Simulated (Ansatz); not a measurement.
# Lattice dynamics of ZnS (F-43m)

Wanted: vibrations and spectra of ZnS (F-43m); the cell is already relaxed. After the zone centre comes a 4×4×4 q mesh on a 12×12×12 k mesh.

Main program and level: Ansatz 0.2.0; DFT PBE, scalar-relativistic, plane waves, PAW.

The database entry behind the starting cell differs from later determinations by our own check (about 0.1 % short), so it need not match the best structure at ambient conditions.

### 1. The starting structure

It takes space group F-43m (No. 216, cubic). The conventional cell has a = 5.444 Å, b = 5.444 Å, c = 5.444 Å, α = 90.00°, β = 90.00°, γ = 90.00°. Nearest to Zn lie 4 S at 2.36 Å. S has 4 Zn at 2.36 Å nearest. Farther neighbours and most contacts between anions are not listed.

### 2. Linear response at the zone centre

The cell comes from relaxations at this level that are not shown. The zone centre comes first: it holds the modes that light can see, as far as symmetry allows. The response to a homogeneous field gives the Born charges and the dielectric tensor.

input.yaml

```yaml
crystal:
  lattice:
    - [0.0, 2.7217991408, 2.7217991408]
    - [2.7217991408, 0.0, 2.7217991408]
    - [2.7217991408, 2.7217991408, 0.0]
  atoms:
    - { symbol: Zn, position: [0.25, 0.25, 0.25] }
    - { symbol: S, position: [0.0, 0.0, 0.0] }
kpoints:
  mp_grid: { grid: [12, 12, 12] }
hamiltonian:
  xc: pbe
scf:
  occupations: { method: fixed }
output:
  eigenvalues: true
phonons:
  method: dfpt
  dielectric: true
  rigid_motions: translations
```

On the command line:

```bash
$ ansatz run input.yaml --threads 4 --pin off --max-ram 7168MiB --backend cpu --events-out ev --progress --plain --runs-dir out
```

Numbers of over 12 decimals in the logs are rounded to 6 here.

What it wrote:

```text
Engine: ansatz 0.2.0, aarch64-unknown-linux-gnu
Pseudopotentials: kind: paw
Pseudopotential: Zn, paw, valence charge 12, recommended cutoff 420 eV (normal), Zn.paw.azcp
Pseudopotential: S, paw, valence charge 6, recommended cutoff 420 eV (normal), S.paw.azcp
Functional definition: PBE
  parameter kappa = 0.804
  parameter beta = 0.066725
  exchange = pbe_x(kappa = kappa, mu = beta*pi^2/3)
  correlation = pbe_c(beta = beta)
Crystal: 2 atoms, lattice volume = 40.327 Å³
Basis set: ecut = 420 eV, 749 PW (Γ), exchange–correlation on 54×54×54 points (8 copies of the dense FFT grid, shifted against one another)
Bands: 13, of which v1, the nominal top of the filled ones, is band 9 counted from 1 (8 counted from 0)
Symmetry: 24 space group operations
k-points: 280 of 1728 (irreducible under 4 space group operations, time reversal used)
Non-local potential: Zn, projectors of the file, l = 0: 2, l = 1: 2, l = 2: 3, l = 3: 1
Non-local potential: S, projectors of the file, l = 0: 2, l = 1: 2, l = 2: 2
PAW form: soft (Blöchl's): semilocal exchange-correlation on the pseudo side does not see the compensation charge
PAW one-centre angular grid: Zn, 590 points (default); XC on 64 Gauss nodes
PAW one-centre angular grid: S, 110 points (default); XC on 64 Gauss nodes
Initial density: superposition of atomic densities (neutral atoms: chi_scale 0, normalization atom), corrected by the library's trained network
Initial wavefunctions: pseudopotential atomic-orbital guess
Functional: x = pbe(κ = 0.804, μ = 0.219515), c = pbe(β = 0.066725)
SCF iter   1: F=—  HF=-4222.734251 eV  |F-HF|=—  |Δ(HF+E_count)|=         —  Δρ=6.11e-4  dr2=2.08e-4  ethr=1.77e-3  ⟨swp⟩=4.8  Hψ=19020  notcnv=0  defer=540
preconditioner: auto → none  [insulator: Δε(μ)=2.008 eV  Ē_g=12.097 eV  n_scr=14 (ndim 8)  ℏωp=24.8 eV  f_vac=0.029  ε∞_Penn≈5.2]
SCF iter   2: F=—  HF=-4222.734426 eV  |F-HF|=—  |Δ(HF+E_count)|=   1.75e-4  Δρ=4.78e-4  dr2=4.24e-5  ethr=1.16e-6  ⟨swp⟩=2.2  Hψ=9136  notcnv=0  defer=552
SCF iter   3: F=—  HF=-4222.734449 eV  |F-HF|=—  |Δ(HF+E_count)|=   2.34e-5  Δρ=1.54e-4  dr2=6.34e-6  ethr=2.35e-7  ⟨swp⟩=2.0  Hψ=5909  notcnv=0  defer=522
SCF iter   4: F=—  HF=-4222.734456 eV  |F-HF|=—  |Δ(HF+E_count)|=   6.94e-6  Δρ=7.05e-5  dr2=8.98e-7  ethr=3.52e-8  ⟨swp⟩=2.0  Hψ=5880  notcnv=0
SCF iter   5: F=—  HF=-4222.734460 eV  |F-HF|=—  |Δ(HF+E_count)|=   3.50e-6  Δρ=2.80e-5  dr2=2.30e-7  ethr=4.99e-9  ⟨swp⟩=2.0  Hψ=6160  notcnv=0
SCF iter   6: F=—  HF=-4222.734460 eV  |F-HF|=—  |Δ(HF+E_count)|=   3.55e-7  Δρ=3.37e-6  dr2=2.18e-9  ethr=1.28e-9  ⟨swp⟩=2.1  Hψ=6160  notcnv=0
SCF iter   7: F=-4222.734460 eV  HF=-4222.734460 eV  |F-HF|=3.64e-11  |Δ(HF+E_count)|=   9.18e-9  Δρ=4.71e-7  dr2=7.35e-11  ethr=1.00e-12  ⟨swp⟩=6.6  Hψ=24890  notcnv=0
SCF 1 converged in 7 iterations: F = -4222.734460 eV  dr2 = 7.35e-11
  greatest PAW one-centre occupation: 0.983 electrons in one spin orbital (limit 2), on the Zn atom at site 0 (counted from 0), in its partial waves of l = 2
NSCF: frozen V_eff on 1 k-points
DFPT response loops at Γ: preconditioner auto → none (the input reference at scf.mixing.eps_inf says where Resta's filter doesn't serve); β = 0.50; Broyden in place of MSR1
── the response to a field inside a basis, on 12×12×12 k-points: an SCF that follows is theirs, and a resumed run solves both again ──
Bands: 10, of which v1, the nominal top of the filled ones, is band 9 counted from 1 (8 counted from 0)
k-points: 182 of 1728 (irreducible under 6 space group operations, time reversal used)
Initial density: handed on by an earlier stage of this run
Initial wavefunctions: pseudopotential atomic-orbital guess (no wavefunctions were taken with the density)
Eigensolver: Dense (182 Hₖ)
SCF iter   1: F=—  HF=-4222.734138 eV  |F-HF|=—  |Δ(HF+E_count)|=         —  Δρ=1.90e-4  dr2=5.23e-6  ethr=1.00e-1
preconditioner: auto → none  [insulator: Δε(μ)=2.176 eV  Ē_g=9.769 eV  n_scr=14 (ndim 8)  ℏωp=24.8 eV  f_vac=0.027  ε∞_Penn≈7.4]
SCF iter   2: F=—  HF=-4222.734136 eV  |F-HF|=—  |Δ(HF+E_count)|=   2.03e-6  Δρ=2.42e-4  dr2=1.11e-5  ethr=2.91e-8
SCF iter   3: F=—  HF=-4222.734138 eV  |F-HF|=—  |Δ(HF+E_count)|=   1.42e-6  Δρ=8.30e-5  dr2=2.36e-6  ethr=2.91e-8
SCF iter   4: F=-4222.734136 eV  HF=-4222.734136 eV  |F-HF|=1.16e-8  |Δ(HF+E_count)|=   1.97e-6  Δρ=1.07e-5  dr2=3.04e-8  ethr=1.31e-8
SCF 1 converged in 4 iterations: F = -4222.734136 eV  dr2 = 3.04e-8
DFPT response loops at Γ: mixed as the last ones told, above
SCF converged after 7 iterations
Free energy (F): -4222.734460 eV
Harris-Foulkes:  -4222.734460 eV  (|F-HF|=3.64e-11)
Internal energy: -4222.734460 eV  (E = F + TS)
E sigma→0 (E₀):  -4222.734460 eV
Fermi energy:    5.505233 eV
--- Per-component energies (eV) ---
  E_band       = 1.339063
  E_kinetic    = 237.794528
  E_local      = -2055.181273  (includes V_loc(G=0)·N_el)
  E_nonlocal   = 642.907632
  E_hartree    = 858.869393
  E_xc         = -234.110029
  E_vxc        = -139.163179  (∫ρ·V_xc dr)
  E_paw        = -2428.752508  (= ΣΔE_a)
  E_vpaw       = -402.756951  (= ΣTr[D̂ρ^β])
  E_aug_tail   = -0.000347  (compensation charges beyond the density's cutoff)
  E_ewald      = -1244.261856
  E_smearing   = -0.000000  (= −TS)
  E_closure    = 0.000000  (closes the sum)
  Σ components = -4222.734460   (vs F -4222.734460, Δ=0.00e0)
--- Band table (eV; the first three rows and the last of 280) ---
  k-point 0: bands = [... 5 lower, -0.2716, 5.5052, 5.5052, 5.5052, 7.5202, 11.8900, 11.8900, 11.8900]
  k-point 1: bands = [... 5 lower, -0.2726, 4.9223, 5.4392, 5.4392, 7.9890, 11.8110, 12.0075, 12.0075]
  k-point 2: bands = [... 5 lower, -0.2734, 3.8474, 5.2686, 5.2686, 8.6376, 11.8472, 12.2786, 12.2786]
  k-point 279: bands = [... 5 lower, 0.1066, 1.0211, 2.8619, 2.8762, 11.2008, 11.4307, 13.3102, 13.7089]
--- Phonons (Γ-DFPT): 2 representative perturbations + reference, on 280 of 1728 k-points (Σ response iterations 6) ---
  k mesh reduced under 4 symmetry operations, with k and −k counted as one. Each operation leaves every solved perturbation unchanged. A smaller set is not considered because the run solves the response to a homogeneous field
  ASR residual: 3.739e-4 → 0.000e0 eV/Å²; symmetrization residual: 8.517e-7 eV/Å²
  ASR residual per site (eV/Å²): 1.11e-4 3.74e-4
  Γ frequencies (cm⁻¹): 0.00 0.00 0.00 260.02 260.02 260.02
  ε∞ (high-frequency dielectric tensor):
        5.947871    -0.000000     0.000000
       -0.000000     5.947871     0.000000
        0.000000     0.000000     5.947871
  ε⁰ (static dielectric tensor: ions relaxed, cell fixed):
        9.383357     0.000000     0.000000
        0.000000     9.383357     0.000000
        0.000000     0.000000     9.383357
  ε⁰ − ε∞ (ionic part):
        3.435486     0.000000    -0.000000
        0.000000     3.435486     0.000000
       -0.000000     0.000000     3.435486
  softest optical mode at Γ: 260.02 cm⁻¹; the repairs (sum rule, projections) moved no ω² at Γ by more than (1.79 cm⁻¹)²
  Born effective charges Z* (e; rows j = field, columns β = displacement):
    site 0:
         2.02362   -0.00000   -0.00000
         0.00000    2.02362    0.00000
         0.00000    0.00000    2.02362
    site 1:
        -2.02362    0.00000    0.00000
        -0.00000   -2.02362   -0.00000
        -0.00000   -0.00000   -2.02362
  Z* charge neutrality: 3.405e-4 e pre-enforcement
  solved inside a basis spanned on kpoints, on 12×12×12 k-points, its susceptibility summed on 16×16×16: ε∞ is read to err by 1.5e-2, Z* by 1.3e-2 e (field_mesh: kpoints solves on kpoints); Z* is corrected for what the basis lacks
  optical modes at Γ without the LO–TO term, one row a degenerate level:
      ω (cm⁻¹)  modes    IR ((D/Å)²/amu)
        260.02      3            13.1756
  optical modes at Γ + LO–TO along q̂ = [1.0000, 0.0000, 0.0000]:
      ω (cm⁻¹)  modes    IR ((D/Å)²/amu)
        260.02      2             8.7837
        326.59      1             4.3919
  optical modes at Γ + LO–TO along q̂ = [0.0000, 1.0000, 0.0000]:
      ω (cm⁻¹)  modes    IR ((D/Å)²/amu)
        260.02      2             8.7837
        326.59      1             4.3919
  optical modes at Γ + LO–TO along q̂ = [0.0000, 0.0000, 1.0000]:
      ω (cm⁻¹)  modes    IR ((D/Å)²/amu)
        260.02      2             8.7837
        326.59      1             4.3919
```

Run time: 33 s. Hardware: 4 threads of Arm Neoverse V2, shared host; peak memory 0.81 GiB.

Reading the cycles: dr2 is the Hartree energy of the density residual (eV), the measure of convergence; HF is the Harris–Foulkes estimate of the energy, which meets the free energy F at convergence.

Numbers from this step:

```yaml
gap_on_the_k_mesh: 2.015 eV
volume_per_atom: 20.16 Å³
sum_rule_residual_before_enforcement: 3.74e-4 eV/Å²
miss_of_the_charge_sum_rule: 3.40e-4 e
estimated_error_of_the_dielectric_tensor: 0.01534
estimated_error_of_the_born_charges: 0.01260 e
point_group: -43m
highest_optical_mode_at_the_zone_centre_no_lo_to_term: 260.0 cm⁻¹
lowest_optical_zone_centre_mode: 260.0 cm⁻¹
mean_high_frequency_dielectric_constant: 5.948
largest_born_charge_third_of_the_trace: 2.024 e
mean_static_dielectric_constant: 9.383
top_of_the_zone_centre_spectrum_with_the_field: 326.6 cm⁻¹
```

Without the LO-TO term. Patterns of degenerate modes are one choice out of their space. The modes at Γ (shares of kinetic energy by element, %):

```tsv
mode	frequency (cm⁻¹)	symmetry	Zn %	S %
1	0.0	acoustic	67	33
2	0.0	acoustic	67	33
3	0.0	acoustic	67	33
4	260.0	T2	33	67
5	260.0	T2	33	67
6	260.0	T2	33	67
```

Displacements in mode 5 (260.0 cm⁻¹), the largest set to 1:
```
Zn1  0.00 -0.49  0.10
S2   0.00  1.00 -0.20
```

Optical modes at the zone centre, without and with the macroscopic field of the longitudinal modes; each column is sorted by frequency, so a row need not hold one and the same mode. Modes with and without the field, by row:

```tsv
rank among optical modes	no field (cm⁻¹)	q along (1, 0, 0) (cm⁻¹)
1	260	260
2	260	260
3	260	326.6
```

Born charge (rows field, columns displacement) (e), principal values of the symmetric part by kind of site:

```tsv
atom	atoms with these values	low	middle	high	mean
Zn1	1	2.02	2.02	2.02	2.02
S2	1	-2.02	-2.02	-2.02	-2.02
```

In full for S2:

```
-2.02  0.00  0.00
 0.00 -2.02  0.00
 0.00  0.00 -2.02
```

High-frequency dielectric tensor:

```
5.95 0.00 0.00
0.00 5.95 0.00
0.00 0.00 5.95
```

Static dielectric tensor (ions relaxed, fixed cell):

```
9.38 0.00 0.00
0.00 9.38 0.00
0.00 0.00 9.38
```

Transverse modes. Lines of the infrared spectrum (strongest = 100):

```tsv
position (cm⁻¹)	label	relative intensity
260	T2	100
```

Before it was imposed, the acoustic sum rule was missed by 3.7e-4 eV/Å² and the charge sum rule by 3.4e-4 e. Small misses are needed for a sound result but don't prove that mesh and cutoff are converged. The lowest optical mode is real, 260 cm⁻¹.

(Continued in part 2 of 2.)

[Logs are printed without paths, hosts, clocks, repeated set-up lines and the standing remarks that a program may print on its own settings, such as how far it seeks lower states.]

[Hosts, paths, dates, database ids (printed as entryN), source tags and the programs' standing remarks are cut or masked in the printed files.]
